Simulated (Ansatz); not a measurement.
# S on Ag(100): change of the work function, part 3 of 3

Wanted: Δφ(θ) for S/Ag(100), starting from the hollow site.

Ansatz 0.2.0; plane-wave DFT, PBE, Ansatz PAW.

So far, work function, upper face (eV): step 2 (the clean slab) 4.24; step 3 (17 atoms, coverage 0.25 ML, cell 2x2) 5.14.

### Step 4. The covered slab, k-mesh 12×12×1, coverage 1 ML

System of this step: Ag4S (S/Ag(100)). The cell holds 5 atoms: 4 Ag and 1 S. Its edges and angles: a = 2.892 Å, b = 2.892 Å, c = 25.793 Å, α = 90.0°, β = 90.0°, γ = 90.0°. Vacuum lies along c.

Another coverage, to see how the dipoles act on each other as their distance changes.

Input file input.yaml:

```yaml
crystal:
  lattice:
    - [2.8920667351, 0.0, 0.0]
    - [0.0, 2.8920667351, 0.0]
    - [0.0, 0.0, 25.7927435579]
  atoms:
    - { symbol: Ag, position: [0.5, 0.5, 0.34893535] }
    - { symbol: Ag, position: [0.0, 0.0, 0.4282212156] }
    - { symbol: Ag, position: [0.5, 0.5, 0.5099493713] }
    - { symbol: Ag, position: [0.0, 0.0, 0.590396412] }
    - { symbol: S, position: [0.5, 0.5, 0.65106465] }
kpoints:
  mp_grid: { grid: [12, 12, 1] }
hamiltonian:
  xc: pbe
scf:
  occupations: { method: fermi_dirac, width: 0.1 }
  convergence: { dr2_threshold: 1.0e-08 }
efield:
  axis: 3
  dipole_correction: true
  ramp_position: 0.97
  ramp_width: 0.06
relax:
  f_tol: 0.02
  max_steps: 60
  constraints: [{ sites: [0, 1] }]
output:
  write_potential: true
  write_density: true
  volumetric_format: npy
```

Started as:

```
ansatz run input.yaml --threads 4 --pin off --max-ram 6144MiB --backend cpu --events-out ev --progress --plain --runs-dir out
```

Numbers of over 12 decimals in the logs are rounded to 6 here.

The log of the run:

```text
[...]
Crystal: 5 atoms, lattice volume = 215.732 Å³
Basis set: ecut = 420 eV, 4195 PW (Γ), exchange–correlation on 40×40×360 points (8 copies of the dense FFT grid, shifted against one another)
Bands: 50, of which v1, the nominal top of the filled ones, is band 41 counted from 1 (40 counted from 0)
Symmetry: 8 space group operations
[...]
k-points: 28 of 144
[...]
SCF iter   1: F=—  HF=-31262.935603 eV  |F-HF|=—  |Δ(HF+E_count)|=         —  Δρ=6.57e-3  dr2=2.54e0  ethr=1.77e-3  p=-0.088 e·Å  D=-7.41e-2 V/Å  ΔV_dip=1.91 eV  dr2_dipole=1.22e0  V_vac-E_F(+/−)=5.73/3.81 eV  ⟨swp⟩=9.4  Hψ=6388  notcnv=0  defer=21
[...]
SCF iter   9: F=-31262.872181 eV  HF=-31262.872181 eV  |F-HF|=1.14e-8  |Δ(HF+E_count)|=   2.49e-8  Δρ=7.49e-7  dr2=9.97e-10  ethr=1.22e-11  p=-0.066 e·Å  D=-5.52e-2 V/Å  ΔV_dip=1.42 eV  dr2_dipole=2.42e-11  V_vac-E_F(+/−)=5.69/4.27 eV  ⟨swp⟩=8.7  Hψ=8368  notcnv=0
SCF 1 converged in 9 iterations: F = -31262.872181 eV  dr2 = 9.97e-10
[...]
relax step   1: F+E_penalty+E_count = -31262.87218135 eV  Δ(F+E_penalty+E_count) = +0.000e0 eV  max|allowed force component| = 1.208e0 eV/Å  Δτ_max = 0.0000 Å  (9 SCF iters, accepted)
[...]
SCF iter   8: F=-31263.005690 eV  HF=-31263.005690 eV  |F-HF|=2.30e-9  |Δ(HF+E_count)|=   9.68e-8  Δρ=1.41e-6  dr2=5.14e-9  ethr=1.22e-11  p=-0.071 e·Å  D=-5.97e-2 V/Å  ΔV_dip=1.54 eV  dr2_dipole=1.25e-11  V_vac-E_F(+/−)=5.81/4.27 eV  ⟨swp⟩=9.3  Hψ=8974  notcnv=0
SCF 2 converged in 8 iterations: F = -31263.005690 eV  dr2 = 5.14e-9
relax step   2: F+E_penalty+E_count = -31263.00569031 eV  Δ(F+E_penalty+E_count) = -1.335e-1 eV  max|allowed force component| = 5.721e-1 eV/Å  Δτ_max = 0.1996 Å  (8 SCF iters, accepted)
SCF iter   1: F=—  HF=-31263.064884 eV  |F-HF|=—  |Δ(HF+E_count)|=         —  Δρ=3.98e-3  dr2=3.15e-2  ethr=5.79e-4  p=-0.071 e·Å  D=-5.97e-2 V/Å  ΔV_dip=1.54 eV  dr2_dipole=3.60e-3  V_vac-E_F(+/−)=5.84/4.30 eV  ⟨swp⟩=5.0  Hψ=3855  notcnv=0  defer=53
[...]
SCF iter   8: F=-31263.057387 eV  HF=-31263.057387 eV  |F-HF|=4.77e-9  |Δ(HF+E_count)|=   1.36e-7  Δρ=1.53e-6  dr2=8.46e-9  ethr=1.22e-11  p=-0.077 e·Å  D=-6.42e-2 V/Å  ΔV_dip=1.66 eV  dr2_dipole=1.65e-10  V_vac-E_F(+/−)=5.92/4.26 eV  ⟨swp⟩=7.8  Hψ=9374  notcnv=0
SCF 3 converged in 8 iterations: F = -31263.057387 eV  dr2 = 8.46e-9
relax step   3: F+E_penalty+E_count = -31263.05738731 eV  Δ(F+E_penalty+E_count) = -5.170e-2 eV  max|allowed force component| = 3.984e-2 eV/Å  Δτ_max = 0.1800 Å  (8 SCF iters, accepted)
SCF iter   1: F=—  HF=-31263.057809 eV  |F-HF|=—  |Δ(HF+E_count)|=         —  Δρ=4.62e-4  dr2=3.70e-4  ethr=5.09e-6  p=-0.077 e·Å  D=-6.42e-2 V/Å  ΔV_dip=1.66 eV  dr2_dipole=2.79e-5  V_vac-E_F(+/−)=5.92/4.27 eV  ⟨swp⟩=3.2  Hψ=3222  notcnv=0  defer=54
[...]
SCF iter   6: F=-31263.057738 eV  HF=-31263.057738 eV  |F-HF|=6.45e-9  |Δ(HF+E_count)|=   1.42e-9  Δρ=7.98e-7  dr2=1.21e-9  ethr=1.22e-11  p=-0.077 e·Å  D=-6.46e-2 V/Å  ΔV_dip=1.67 eV  dr2_dipole=1.51e-10  V_vac-E_F(+/−)=5.93/4.27 eV  ⟨swp⟩=9.8  Hψ=9164  notcnv=0
SCF 4 converged in 6 iterations: F = -31263.057738 eV  dr2 = 1.21e-9
relax step   4: F+E_penalty+E_count = -31263.05773809 eV  Δ(F+E_penalty+E_count) = -3.508e-4 eV  max|allowed force component| = 5.528e-3 eV/Å  Δτ_max = 0.0221 Å  (6 SCF iters, accepted)
[...]
the search or the solves at the SCF's close seem to have found levels that the self-consistency loop had missed (the run counts 1). By its estimate they hold under 1e-12 electrons; where the run keeps them, the occupations were computed again with them
[...]
SCF converged after 6 iterations
Free energy (F): -31263.057738 eV
[...]
Internal energy: -31262.991530 eV  (E = F + TS)
E sigma→0 (E₀):  -31263.024634 eV
Entropy (-TS):   -0.066208 eV (-13.242 meV/atom)
Fermi energy:    3.029097 eV
Dipole field:    D = -0.064617 V/Å  (p = -0.077036 e·Å, saw-weighted, corrected)
Work function:   Φ+ = 5.9324 eV   Φ− = 4.2657 eV
[...]
--- Forces (eV/Å), atoms counted from 1 ---
  atom   1  Ag     0.00000000     0.00000000    -0.09448291
  atom   2  Ag     0.00000000     0.00000000     0.09116156
  atom   3  Ag     0.00000000     0.00000000     0.00196894
  atom   4  Ag    -0.00000000     0.00000000     0.00552781
  atom   5  S      0.00000000     0.00000000    -0.00418654
  max |Σ_I F_I| component: 1.11e-5 eV/Å
--- Band table (eV; the first three rows and the last of 28) ---
  k-point 0: bands = [... 37 lower, 0.0748, 0.1104, 0.1104, 1.3396, 3.7246, 4.2460, 4.2460, 7.1555, ... 5 higher]
  k-point 1: bands = [... 37 lower, 0.0245, 0.0586, 0.1465, 1.6426, 3.6087, 3.9913, 4.2956, 7.2786, ... 5 higher]
  k-point 2: bands = [... 37 lower, -0.0263, 0.1545, 0.3889, 2.1879, 2.4309, 4.4325, 4.6442, 7.6324, ... 5 higher]
  k-point 27: bands = [... 37 lower, 0.6223, 0.6223, 3.0711, 5.6510, 5.6510, 7.1865, 7.4859, 7.4859, ... 5 higher]
--- Relaxed structure (4 steps of the walk, 4 accepted, 0 SCFs on fresh bases) ---
  F+E_penalty+E_count = -31263.05773809 eV   max|allowed force component| = 5.528e-3 eV/Å
  atoms:
    - { symbol: Ag, position: [0.500000, 0.500000, 0.348935] }
    - { symbol: Ag, position: [0.0, 0.0, 0.428221] }
    - { symbol: Ag, position: [0.500000, 0.500000, 0.510244] }
    - { symbol: Ag, position: [0, 0.0, 0.593147] }
    - { symbol: S, position: [0.500000, 0.500000, 0.666637] }
```

Elapsed: 6.9 s, on 4 threads of AMD EPYC 9R45, shared host; peak memory 0.71 GiB; 26 s of CPU time.

Relaxation path:

```csv
step,energy less that of the first step (eV),largest force component (eV/Å)
1,0.0000,1.2081
2,-0.1335,0.5721
3,-0.1852,0.0398
4,-0.1856,0.0055
```

The run keeps the 8 symmetry operations that it works with, so distortions that break them were not tested.

The atoms that moved most (Å):

```csv
atom,dx,dy,dz,length
S5,0.000,0.000,0.402,0.402
Ag4,0.000,0.000,0.071,0.071
Ag3,0.000,0.000,0.008,0.008
```

The relaxed structure:

```xyz
5
Lattice="2.8921 0.0000 0.0000 0.0000 2.8921 0.0000 0.0000 0.0000 25.7927" Properties=species:S:1:pos:R:3
Ag    1.4460    1.4460    9.0000
Ag    0.0000    0.0000   11.0450
Ag    1.4460    1.4460   13.1606
Ag    0.0000    0.0000   15.2989
S     1.4460    1.4460   17.1944
```

This step gave:

```
energy at zero smearing        : -31263.0246 eV
work function, upper face      : 5.932 eV
work function, lower face      : 4.266 eV
dipole along the normal        : -0.07704 e·Å
step between the vacuum levels : 1.667 eV
```

Running mean over 2.045 Å of the planar mean; the ramp of the sawtooth is left out. The electron's electrostatic potential energy less the Fermi level by z:

```
z (Å)  electron's electrostatic potential energy less the Fermi level (eV)
  3.5                                                                 4.27
  4.0                                                                 4.27
  4.5                                                                 4.26
  5.0                                                                 4.26
  5.5                                                                 4.25
  6.0                                                                 4.22
  6.5                                                                 4.10
  7.0                                                                 3.66
  7.5                                                                 1.98
  8.0                                                                -1.22
  8.5                                                                -4.27
  9.0                                                                -5.64
  9.5                                                                -5.90
 10.0                                                                -5.97
 10.5                                                                -6.01
 11.0                                                                -5.98
 11.5                                                                -5.74
 12.0                                                                -5.51
 12.5                                                                -5.56
 13.0                                                                -5.75
 13.5                                                                -5.61
 14.0                                                                -5.31
 14.5                                                                -5.33
 15.0                                                                -5.64
 15.5                                                                -5.90
 16.0                                                                -6.07
 16.5                                                                -5.59
 17.0                                                                -4.46
 17.5                                                                -3.07
 18.0                                                               -0.391
 18.5                                                                 2.97
 19.0                                                                 5.19
 19.5                                                                 5.78
 20.0                                                                 5.90
 20.5                                                                 5.93
 21.0                                                                 5.93
 21.5                                                                 5.93
 22.0                                                                 5.93
 22.5                                                                 5.93
```

The relaxation took 4 steps and lowered the energy by 0.19 eV; the largest force on the free atoms ends at 0.0055 eV/Å.

The covered face has 5.93 eV, +1.69 eV against the clean one; the bare back face has moved by +0.03 eV, a measure of how thin the slab is.

### Step 5. Work function against coverage

This step: plane-wave DFT, PBE, Ansatz PAW; work function against coverage (Ansatz 0.2.0).

The runs are now put side by side.

This step gave:

* work function of the clean face: 4.243 eV
* largest change of the work function: 1.689 eV

Table of work function of the covered face by coverage:

```csv
coverage (adsorbates/nm²),work function of the covered face (eV)
0.00,4.24
2.99,5.14
11.96,5.93
```

The dipole per adsorbate comes from the change of the cell's dipole. Coverage, by row:

```
coverage (1/nm²)  coverage (ML)  work function (eV)  change (eV)  dipole per adsorbate, positive end outwards (debye)  mean height of the added atoms over the highest substrate atom (Å)
           2.989           0.25                5.14       0.8974                                               -0.843                                                               1.421
           11.96              1               5.932        1.689                                               -0.368                                                               1.896
```

### Step 6. Results

```json
{
  "work function of the clean face": "4.24 eV",
  "work function at 0.25 ML": "5.14 eV",
  "work function at 1 ML": "5.93 eV",
  "dipole per adsorbate at 0.25 ML, positive end outwards": "-0.84 D"
}
```

S raises the work function of Ag(100) at the lowest coverage, by 0.90 eV: the adsorbate layer has its negative end outwards. At the highest coverage the adsorbates are pressed to about 2.9 Å, closer than unbonded atoms of this kind usually come, so a real layer may not reach it. The slab has 4 layers, at the tabulated experimental lattice constant, one starting site was run, and quantum-size effects of a slab this thin can reach one or two tenths of an eV.

[Logs are printed without paths, hosts, clocks, repeated set-up lines and the standing remarks that a program may print on its own settings, such as how far it seeks lower states.]

[Hosts, paths, dates, database ids (printed as entryN), source tags and the programs' standing remarks are cut or masked in the printed files.]

[Maps of the electrostatic potential energy from Ansatz leave out the sawtooth potential of an applied field or a dipole correction, so their vacuum need not be flat; planar profiles and work functions include it.]
